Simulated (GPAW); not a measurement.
## Optical response of Pb

Aim: the dielectric function of Pb, and the optical constants that follow from it.

Program: GPAW 26.7.0. Level of theory: DFT, PBE, plane-wave PAW (GPAW data sets), scalar-relativistic, RPA, optical limit. Results are calculated unless marked as measured.

## Step 1: Starting point

The structure is cubic, space group Fm-3m (No. 225). The conventional cell has a = 4.950 Å, b = 4.950 Å, c = 4.950 Å, α = 90.00°, β = 90.00°, γ = 90.00°. Pb has 12 Pb at 3.50 Å nearest.

## Step 2: Ground state

First the ground state: is it a metal or has it a gap?

This step: DFT, PBE, plane-wave PAW (GPAW data sets), scalar-relativistic, ground state (GPAW 26.7.0).

Contents of gs.py:

```python
from ase import Atoms
from ase.dft.bandgap import bandgap
from gpaw import GPAW, PW, FermiDirac

atoms = Atoms(['Pb'],
              cell=[[0.000000000000, 2.475020000000, 2.475020000000],
                    [2.475020000000, 0.000000000000, 2.475020000000],
                    [2.475020000000, 2.475020000000, 0.000000000000]],
              scaled_positions=[[0.000000000000, 0.000000000000, 0.000000000000]],
              pbc=[True, True, True])
atoms.calc = GPAW(mode=PW(500), xc='PBE', kpts={'size': (8, 8, 8), 'gamma': True},
                  occupations=FermiDirac(0.05), maxiter=150, txt='gs.txt')
print('energy (eV)', atoms.get_potential_energy())
print('Fermi level (eV)', atoms.calc.get_fermi_level())
print('valence electrons', atoms.calc.get_number_of_electrons())
print('gap (eV)', bandgap(atoms.calc, output=None)[0])
print('direct gap (eV)', bandgap(atoms.calc, direct=True, output=None)[0])
atoms.calc.write('gs.gpw')
```

Launch:

```bash
$ OMP_NUM_THREADS=1 python gs.py
```

Numbers of over 12 decimals in the logs are rounded to 6 here.

What it wrote:

```text
__  _  _
 | _ |_)|_||  |
 |__||  | ||/\| - 26.7.0

Versions:
  Python: 3.12.14
  ASE:    3.29.0
  Numpy:  2.5.5
  Scipy:  1.18.1
  Libxc:  7.0.0

Input parameters:
  mode=PW(ecut=500.0),
  kpts=MonkhorstPack(size=(8, 8, 8), gamma=True),
  maxiter=150,
  occupations=Occupations(name='fermi-dirac', width=0.05, fixmagmom=False),
  xc=XC(name='PBE')

Diagonalizing LCAO Hamiltonian
Converting LCAO to pw mode

       Pb

Atoms  # Å, Bohr magnetons
|   | symbol |        x |        y |        z |    initial magnetic moments |
| 0 |     Pb | 0.000000 | 0.000000 | 0.000000 | ( 0.0000,  0.0000,  0.0000) |

Unit cell  # Å
| periodic |        x |        y |        z |  lengths |    angles |
|      yes | 0.000000 | 2.475020 | 2.475020 | 3.500207 | 60.000000 |
|      yes | 2.475020 | 0.000000 | 2.475020 | 3.500207 | 60.000000 |
|      yes | 2.475020 | 2.475020 | 0.000000 | 3.500207 | 60.000000 |

Number of symmetries: 48
Symmetry operations  # r_c * U_cc + t_c -> r_c
|    | kind |            matrix            |
|  0 |  σ   |  1, 0, 0,  1, 0,-1,  1,-1, 0 |
|  1 |  C2  |  1, 0, 0,  1,-1, 0,  1, 0,-1 |
|  2 |  E   |  1, 0, 0,  0, 1, 0,  0, 0, 1 |
|  3 |  σ   |  1, 0, 0,  0, 0, 1,  0, 1, 0 |
|  4 |  C4  |  1, 0,-1,  1, 0, 0,  1,-1, 0 |
|  5 |  S6  |  1, 0,-1,  1,-1, 0,  1, 0, 0 |
|  6 |  σ   |  1, 0,-1,  0, 1,-1,  0, 0,-1 |
|  7 |  C3  |  1, 0,-1,  0, 0,-1,  0, 1,-1 |
|  8 |  S6  |  1,-1, 0,  1, 0, 0,  1, 0,-1 |
|  9 |  C4  |  1,-1, 0,  1, 0,-1,  1, 0, 0 |
| 10 |  C3  |  1,-1, 0,  0,-1, 1,  0,-1, 0 |
| 11 |  σ   |  1,-1, 0,  0,-1, 0,  0,-1, 1 |
| 12 |  σ   |  0, 1, 0,  1, 0, 0,  0, 0, 1 |
| 13 |  C4  |  0, 1, 0,  0, 1,-1, -1, 1, 0 |
| 14 |  C3  |  0, 1, 0,  0, 0, 1,  1, 0, 0 |
| 15 |  S6  |  0, 1, 0, -1, 1, 0,  0, 1,-1 |
| 16 |  C2  |  0, 1,-1,  1, 0,-1,  0, 0,-1 |
| 17 |  σ   |  0, 1,-1,  0, 1, 0, -1, 1, 0 |
| 18 |  S4  |  0, 1,-1,  0, 0,-1,  1, 0,-1 |
| 19 |  C4  |  0, 1,-1, -1, 1, 0,  0, 1, 0 |
| 20 |  C3  |  0, 0, 1,  1, 0, 0,  0, 1, 0 |
| 21 |  σ   |  0, 0, 1,  0, 1, 0,  1, 0, 0 |
| 22 |  S6  |  0, 0, 1,  0,-1, 1, -1, 0, 1 |
| 23 |  C4  |  0, 0, 1, -1, 0, 1,  0,-1, 1 |
| 24 |  S4  |  0, 0,-1,  1, 0,-1,  0, 1,-1 |
| 25 |  C3  |  0, 0,-1,  0, 1,-1,  1, 0,-1 |
| 26 |  C2  |  0, 0,-1,  0,-1, 0, -1, 0, 0 |
| 27 |  S6  |  0, 0,-1, -1, 0, 0,  0,-1, 0 |
| 28 |  S4  |  0,-1, 1,  1,-1, 0,  0,-1, 0 |
| 29 |  C4  |  0,-1, 1,  0, 0, 1, -1, 0, 1 |
| 30 |  C2  |  0,-1, 1,  0,-1, 0,  1,-1, 0 |
| 31 |  σ   |  0,-1, 1, -1, 0, 1,  0, 0, 1 |
| 32 |  C3  |  0,-1, 0,  1,-1, 0,  0,-1, 1 |
| 33 |  S6  |  0,-1, 0,  0, 0,-1, -1, 0, 0 |
| 34 |  S4  |  0,-1, 0,  0,-1, 1,  1,-1, 0 |
| 35 |  C2  |  0,-1, 0, -1, 0, 0,  0, 0,-1 |
| 36 |  C2  | -1, 1, 0,  0, 1, 0,  0, 1,-1 |
| 37 |  S6  | -1, 1, 0,  0, 1,-1,  0, 1, 0 |
| 38 |  S4  | -1, 1, 0, -1, 0, 1, -1, 0, 0 |
| 39 |  C3  | -1, 1, 0, -1, 0, 0, -1, 0, 1 |
| 40 |  S6  | -1, 0, 1,  0, 0, 1,  0,-1, 1 |
| 41 |  C2  | -1, 0, 1,  0,-1, 1,  0, 0, 1 |
| 42 |  C3  | -1, 0, 1, -1, 1, 0, -1, 0, 0 |
| 43 |  S4  | -1, 0, 1, -1, 0, 0, -1, 1, 0 |
| 44 |  C2  | -1, 0, 0,  0, 0,-1,  0,-1, 0 |
| 45 |  i   | -1, 0, 0,  0,-1, 0,  0, 0,-1 |
| 46 |  σ   | -1, 0, 0, -1, 1, 0, -1, 0, 1 |
| 47 |  C2  | -1, 0, 0, -1, 0, 1, -1, 1, 0 |

BZ-sampling:
  Number of BZ points: 512
  Number of IBZ points: 29

  Monkhorst-Pack size: [8, 8, 8]
  Monkhorst-Pack shift: [0.0625, 0.0625, 0.0625]

K-points  # in reciprocal-cell coordinates
|     |                                coordinates |     weight |
|   0 | (  0.00000000,   0.00000000,   0.00000000) | 0.00195312 |
|   1 | (  0.12500000,   0.12500000,   0.00000000) | 0.01171875 |
|   2 | (  0.12500000,   0.12500000,   0.12500000) | 0.01562500 |
|   3 | (  0.25000000,   0.12500000,   0.12500000) | 0.02343750 |
|   4 | (  0.25000000,   0.25000000,   0.00000000) | 0.01171875 |
|   5 | (  0.25000000,   0.25000000,   0.12500000) | 0.04687500 |
|   6 | (  0.25000000,   0.25000000,   0.25000000) | 0.01562500 |
|   7 | (  0.37500000,   0.25000000,  -0.37500000) | 0.04687500 |
|   8 | (  0.37500000,   0.25000000,   0.12500000) | 0.04687500 |
|   9 | (  0.37500000,   0.25000000,   0.25000000) | 0.04687500 |
| ... |                                            |            |
|  28 | (  0.50000000,   0.50000000,   0.50000000) | 0.00781250 |

Plane wave coefficients: 783
Cutoff: 500.0 eV

Spin-components: 1 (collinear spins)
Bands:           9
Projectors:      6
Spin-degeneracy: 2
Datatype:        complex128

Parallelization:
  kpt:    1
  domain: 1
  band:   1

Density:
  Valence electrons: 14.0
  Components: 1
  Grid points: [20 20 20]
  Charge: 0.0  # |e|

Potential:
  Grid points: [20 20 20]

species:
  Pb:
    name:    Lead
    id:
    Z:       82.0
    valence: 14
    core:    68
    charge:  0.0  # [|e|]
    compensation charges:
      type: gauss
      rc: 0.38  # [Å]
      lmax: 2
    cutoffs:
      filter: 2.36  # [Å]
      core: 2.43  # [Å]
    projectors
    | kind |    occ | energy [eV] | rcut [Å] |
    |   6s |  2.000 |     -11.969 |    1.259 |
    |   6p |  2.000 |      -3.506 |    1.275 |
    |   5d | 10.000 |     -21.211 |    1.217 |
    |    s |        |      15.243 |    1.259 |
    |    p |        |      23.705 |    1.275 |
    |    d |        |       6.001 |    1.217 |

    Using partial waves for Pb as LCAO basis

Reference energy: -567274.463364  # eV

eigensolver:
  PPCG
  Converge bands: occupied
  niter=2

density mixing:
  MSR1-Mixer
  Pratt-step length: 0.05
  Maximum mixing coefficient: 0.75
  Old densities: 10
  SVD Regularization: 0.005
  Good broyden scale: 1.0
  Trust region scale: 1.0
  Backstep threshold: 4.0
  History deletion threshold: 6.0
  Fourier metric: weight=20.0, sigma=0.015

occupation numbers:
  Fermi-Dirac:
    width: 0.0500  # eV

poisson solver:
  ecut: 4000.0  # eV

xc functional:
  name: PBE with 2 nearest neighbor stencil

convergence criteria:
- Maximum [total energy] change in last 3 cyles: 0.0005 eV / valence electron
- Maximum integral of absolute [dens]ity change: 0.0001 electrons / valence electron
- Maximum integral of absolute [eigenst]ate change: 4e-08 eV^2 / valence electron
maximum number of iterations: 150

SCF iterations
|iter     |      energy | eigst |  dens |
|iter:   1||   -3.825611 | -0.05 |       |
|iter:   2||   -3.827839 | -1.94 | -1.78 |
|iter:   3||   -3.815715 | -2.25 | -1.83 |
|iter:   4||   -3.815405 | -3.11 | -2.20 |
|iter:   5||   -3.815495c| -4.28 | -2.53 |
|iter:   6||   -3.815495c| -6.17 | -3.70 |
|iter:   7||   -3.815495c| -6.71 | -4.19c|
|iter:   8||   -3.815495c| -7.78c| -5.02c|

Converged in 8 steps
SCF loop duration: 4.749 s (0.594 s/step)
Energy contributions relative to reference atoms: (reference = -567274.463364)

Energy contributions:
  Kinetic:           9.339407
  Coulomb:          -9.295083
  Zero:              0.017356
  External:          0.000000
  Xc:               -3.875750
  Entropy:          -0.002851
  Spinorbit:         0.000000
  ----------------------------
  Free energy:      -3.816921
  Extrapolated:     -3.815495

dipole moment: (-20.918960, -20.918960, -20.918960)  # |e|*Ang

Fermi level: 7.588
Eigenvalues  # (at kpt = [0.000, 0.000, 0.000])
| band index |      eig [eV] | occ [0-2] |
|          0 |        -9.438 |     2.000 |
|          1 |        -9.438 |     2.000 |
|          2 |        -9.438 |     2.000 |
|          3 |        -9.298 |     2.000 |
|          4 |        -9.298 |     2.000 |
|          5 |        -4.073 |     2.000 |
|          6 |        15.010 |     0.000 |
|          7 |        15.010 |     0.000 |
|          8 |        15.010 |     0.000 |

No gap
No difference between direct/indirect transitions

--- standard output ---
energy (eV) -3.815495
Fermi level (eV) 7.588121
valence electrons 14.0
gap (eV) 0.0
direct gap (eV) 0.0
```

Elapsed: 7 s, on 1 thread of Arm Neoverse N1, shared host; peak memory 0.13 GiB.

Numbers from this step:

```
energy       : -3.815 eV
Fermi energy : 7.588 eV
electrons    : 14
```

There are states at the Fermi level within the smearing, so the occupations stay smeared and the carriers get a Drude term.

## Step 3: Bands for the response

The response needs many more empty bands than the density does.

This step: DFT, PBE, plane-wave PAW (GPAW data sets), scalar-relativistic, bands at fixed density (GPAW 26.7.0).

Contents of nscf.py:

```python
from ase.dft.bandgap import bandgap
from gpaw import GPAW, FermiDirac

calc = GPAW('gs.gpw').fixed_density(kpts={'size': (15, 15, 15), 'gamma': True}, nbands=38, convergence={'bands': 32},
                                    occupations=FermiDirac(0.05), txt='nscf.txt')
print('gap (eV)', bandgap(calc, output=None)[0])
print('direct gap (eV)', bandgap(calc, direct=True, output=None)[0])
print('top band over the Fermi level (eV)', min(calc.get_eigenvalues(kpt=k)[31] for k in range(len(calc.get_ibz_k_points()))) - calc.get_fermi_level())
calc.write('full.gpw', mode='all')
```

Launch:

```bash
$ OMP_NUM_THREADS=1 python nscf.py
```

What it wrote:

```text
Diagonalizing LCAO Hamiltonian
Converting LCAO to pw mode
convergence criteria:
- Maximum integral of absolute [eigenst]ate change: 4e-08 eV^2 / valence electron
maximum number of iterations: 150

SCF iterations
|iter     |      energy | eigst |  dens |
|iter:   1||             | +3.69 |       |
|iter:   2||             | +2.19 |       |
|iter:   3||             | +0.69 |       |
|iter:   4||             | -0.25 |       |
|iter:   5||             | -1.23 |       |
|iter:   6||             | -1.95 |       |
|iter:   7||             | -2.76 |       |
|iter:   8||             | -3.56 |       |
|iter:   9||             | -4.13 |       |
|iter:  10||             | -4.60 |       |
|iter:  11||             | -5.10 |       |
|iter:  12||             | -5.70 |       |
|iter:  13||             | -6.29 |       |
|iter:  14||             | -6.82 |       |
|iter:  15||             | -7.35 |       |
|iter:  16||             | -7.75c|       |
SCF steps: 16
  __  _  _
 | _ |_)|_||  |
 |__||  | ||/\| - 26.7.0

Versions:
  Python: 3.12.14
  ASE:    3.29.0
  Numpy:  2.5.5
  Scipy:  1.18.1
  Libxc:  7.0.0

Input parameters:
  mode=PW(ecut=500.0),
  convergence={'bands': 32},
  gpts=array([20, 20, 20]),
  kpts=MonkhorstPack(size=(15, 15, 15), gamma=True),
  maxiter=150,
  nbands=38,
  occupations=Occupations(name='fermi-dirac', width=0.05, fixmagmom=False),
  parallel={},
  xc=XC(name='PBE')

--- standard output ---
gap (eV) 0.0
direct gap (eV) 0.0
top band over the Fermi level (eV) 39.075023
```

Wall time 2.2 min (1 thread); peak memory 0.2 GiB.

## Step 4: Dielectric function, RPA

Local fields let the induced charge screen the field inside the cell, which as a rule lowers ε, most along directions where the density is uneven.

This step: DFT, PBE, plane-wave PAW (GPAW data sets), scalar-relativistic, RPA, optical limit (GPAW 26.7.0).

Contents of df.py:

```python
from gpaw.response.df import DielectricFunction

df = DielectricFunction('full.gpw', frequencies={'type': 'nonlinear', 'domega0': 0.03, 'omega2': 8},
                        ecut=50,
                        eta=0.15,
                        nbands=32,
                        rate=0.05,
                        txt='df.txt')
for direction in ['x']:
    df.get_dielectric_function(xc='RPA', direction=direction, filename=f'df_{direction}.csv')
```

Launch:

```bash
$ OMP_NUM_THREADS=1 python df.py
```

What it wrote:

```text
Using integrator: PointIntegrator
NonLinearFrequencyDescriptor(from 0.000 to 64.253 eV, 496 points)
Nonperiodic BCs:  [False False False]
Using integrator: PointIntegrator
NonLinearFrequencyDescriptor(from 0.000 to 64.253 eV, 496 points)
Nonperiodic BCs:  [False False False]
Using integrator: PointIntegrator

Calculating chi0 body with:
    Ground state adapter containing:
    Number of spins: 1
    Number of kpoints: 3375
    Number of irreducible kpoints: 120
    Number of completely occupied states: 6
    Number of partially occupied states: 9

    Linear response parametrization:
    q_c: [0.0, 0.0, 0.0]
    Number of frequency points: 496
    Planewave cutoff: 50.0
    Number of bands: 32
    Number of planewaves: 27
    Broadening (eta): 0.15

Integrating chi0 body.

Symmetries of q_c:
    Direct symmetries (Uq -> q): 48
    Indirect symmetries (TUq -> q): 0
In total 48 allowed symmetries.

120 groups of equivalent kpoints. 96.444444% reduction.

Integral kind: spectral function

Calculating chi0 optical extensions with:
    Ground state adapter containing:
    Number of spins: 1
    Number of kpoints: 3375
    Number of irreducible kpoints: 120
    Number of completely occupied states: 6
    Number of partially occupied states: 9

    Linear response parametrization:
    Number of frequency points: 496
    Planewave cutoff: 50.0
    Number of bands: 32
    Number of planewaves: 27
    Broadening (eta): 0.15
Integrating chi0 head and wings.

Symmetries of q_c:
    Direct symmetries (Uq -> q): 48
    Indirect symmetries (TUq -> q): 0
In total 48 allowed symmetries.

120 groups of equivalent kpoints. 96.444444% reduction.

Integral kind: spectral function wings

Calculating drude chi0 with:
    Number of frequency points:496
    Plasma frequency decay rate: 0.05 eV

    Ground state adapter containing:
    Number of spins: 1
    Number of kpoints: 3375
    Number of irreducible kpoints: 120
    Number of completely occupied states: 6
    Number of partially occupied states: 9

Symmetries of q_c:
    Direct symmetries (Uq -> q): 48
    Indirect symmetries (TUq -> q): 0
In total 48 allowed symmetries.

120 groups of equivalent kpoints. 96.444444% reduction.

Integral kind: intraband
Plasma frequency:
[[9.73-0.j 0.  -0.j 0.  -0.j]
 [0.  +0.j 9.73-0.j 0.  -0.j]
 [0.  +0.j 0.  -0.j 9.73-0.j]]
```

Wall time 20 s (1 thread); peak memory 0.2 GiB.

The Im ε, E ∥ x has structure finer than the step of the table below, so its rows give means over 0.5 eV, whole bins alone (the curve runs from 0.305 to 14.0 eV). Peaks (eV: height): 1.56: 23.5, 2.39: 26.0.

Sum at mesh points, not converged in k. Table of Im ε, E ∥ x by photon energy; means over each step:

photon energy (eV), Im ε, E ∥ x and a bar:
```
      1.0         19 ########################
      1.5         21 ###########################
      2.0         20 ###########################
      2.5         23 ##############################
      3.0         12 ################
      3.5          9 ############
      4.0          5 ######
      4.5          3 ###
      5.0          2 ##
      5.5          1 #
      6.0          1 #
      6.5          1 #
      7.0          1 #
      7.5          1 #
      8.0          1 #
      8.5          1 #
      9.0          1 #
      9.5          1 #
     10.0          1 #
     10.5          1 #
     11.0          0 
     11.5          0 
     12.0          0 
     12.5          0 
     13.0          0 
     13.5          0
```

Values under 1 per cm are given as 1; sum at mesh points, not converged in k. Table of absorption coefficient, E ∥ x by photon energy:

photon energy (eV), log10 absorption coefficient, E ∥ x (1/cm) and a bar from the least value:
```
    0.492        6.0 ####################
    1.010        5.9 #################
    1.486        5.9 ################
    1.985        5.9 ##################
    2.508        6.1 ##########################
    3.018        6.1 ##########################
    3.510        6.1 ############################
    3.980        6.2 ##############################
    4.516        6.1 ############################
    4.981        6.1 ############################
    5.515        6.1 ###########################
    6.021        6.1 ##########################
    6.494        6.1 ########################
    6.985        6.0 ######################
    7.496        6.0 ######################
    8.026        6.0 #####################
    8.516        6.0 #####################
    9.023        6.0 ####################
    9.483        6.0 ####################
   10.026        5.9 ##################
   10.519        6.0 ####################
   11.029        5.9 ##################
   11.479        5.9 ###############
   12.023        5.9 ###############
   12.504        5.8 ########
   13.000        5.7 ####
   13.512        5.6
```

Sum at mesh points, not converged in k. Table of loss function −Im 1/ε at q → 0, E ∥ x by energy loss; read off at these points:

```tsv
energy loss (eV)	loss function −Im 1/ε at q → 0, E ∥ x
0.500	5.9e-4
0.750	0.00114
1.000	0.00338
1.250	0.00924
1.500	0.0205
1.750	0.0247
2.000	0.0346
2.250	0.0359
2.500	0.0268
2.750	0.0238
3.000	0.0331
3.250	0.0323
3.500	0.0377
3.750	0.0322
4.000	0.0269
4.250	0.0254
4.500	0.0379
4.750	0.0408
5.000	0.0355
5.250	0.0344
5.500	0.0349
5.750	0.0425
6.000	0.0450
6.250	0.0527
6.500	0.0692
6.750	0.0934
7.000	0.151
7.250	0.179
7.500	0.177
7.750	0.255
8.000	0.333
8.250	0.378
8.500	0.345
8.750	0.427
9.000	0.497
9.250	0.478
9.500	0.509
9.750	0.634
10.000	0.762
10.250	0.794
10.500	0.779
10.750	0.762
11.000	0.925
11.250	1.09
11.500	1.35
11.750	1.61
12.000	1.58
12.250	2.20
12.500	2.98
12.750	3.55
13.000	3.87
13.250	3.91
13.500	4.33
13.599	4.59
13.750	4.05
```

The Im ε, E ∥ x has structure finer than the step of the table below, so its rows give means over 0.5 eV, whole bins alone (the curve runs from 0.305 to 14.0 eV). Peaks (eV: height): without local fields 1.56: 24.3, 2.39: 27.8; with local fields 1.56: 23.5, 2.39: 26.0.

Sum at mesh points, not converged in k. The Im ε, E ∥ x by photon energy; means over each step:

```tsv
photon energy (eV)	without local fields	with local fields
1.0	18.8	18.6
1.5	21.5	20.8
2.0	21.4	20.1
2.5	24.1	22.7
3.0	12.7	12.0
3.5	9.60	9.12
4.0	5.03	4.93
4.5	2.93	2.75
5.0	2.10	1.97
5.5	1.15	1.05
6.0	0.864	0.753
6.5	0.764	0.616
7.0	1.03	0.751
7.5	1.02	0.735
8.0	1.24	0.819
8.5	1.15	0.820
9.0	1.11	0.793
9.5	0.864	0.662
10.0	0.856	0.635
10.5	0.767	0.641
11.0	0.572	0.465
11.5	0.497	0.394
12.0	0.416	0.356
12.5	0.351	0.264
13.0	0.334	0.255
13.5	0.281	0.221
```

Sum at mesh points, not converged in k. The reflectivity at normal incidence, E ∥ x by photon energy; read off at these points:

```tsv
photon energy (eV)	reflectivity at normal incidence, E ∥ x (%)
0.50	97.8
1.00	94.5
1.50	77.9
2.00	68.9
2.50	72.2
3.00	74.7
3.50	74.5
4.00	83.1
4.29	85.8
4.50	81.8
5.00	84.3
5.42	87.4
5.50	87.2
6.00	86.4
6.50	83.4
7.00	73.1
7.50	71.1
8.00	58.0
8.50	57.9
9.00	50.1
9.50	53.9
10.00	46.1
10.50	43.9
10.81	50.0
11.00	49.1
11.50	45.9
12.00	43.8
12.10	45.9
12.50	41.4
13.00	30.5
13.50	25.4
```

Optical constants at common wavelengths, from n + ik = √ε:

```tsv
wavelength (nm)	n	k	R (%)	1/α
1064	1.30	7.074	90.6	12 nm
800	2.19	5.352	77.5	12 nm
633	2.27	4.382	69.7	11 nm
532	2.85	4.443	67.0	9.5 nm
450	1.55	4.731	78.5	7.6 nm
405	1.48	4.095	74.2	7.9 nm
193	0.18	1.759	84.3	8.7 nm
```

In reflection the computed colour is faintly violet: x = 0.303, y = 0.312, luminous reflectivity 68 %.

## Step 5: What came out

At this level (PBE, RPA) Pb is a metal. The mesh is too coarse to trust the carriers' weight, the reflectivity or the colour to better than tens of per cent. In reflection the computed colour is faintly violet: x = 0.303, y = 0.312, luminous reflectivity 68 %. The carriers' damping of 0.05 eV is typed, not computed; it shapes the response at the lowest energies. Spin-orbit coupling is left out although heavy atoms are present. GPAW's carrier term has the form −ωp²/(ω + i·rate)², which damps like twice the rate and fails at low energy, so the curves leave the lowest energies out. The sum runs over mesh points 0.15 Å⁻¹ apart with no interpolation, so peaks are partly noise of the mesh, and the Drude plasma energy, a sum over the Fermi surface, isn't converged.

[Machine, clock and banner lines and Python warnings are left out of the logs.]

[Logs are printed without paths, hosts, clocks, repeated set-up lines and the standing remarks that a program may print on its own settings, such as how far it seeks lower states.]

[Hosts, paths, dates, database ids (printed as entryN), source tags and the programs' standing remarks are cut or masked in the printed files.]
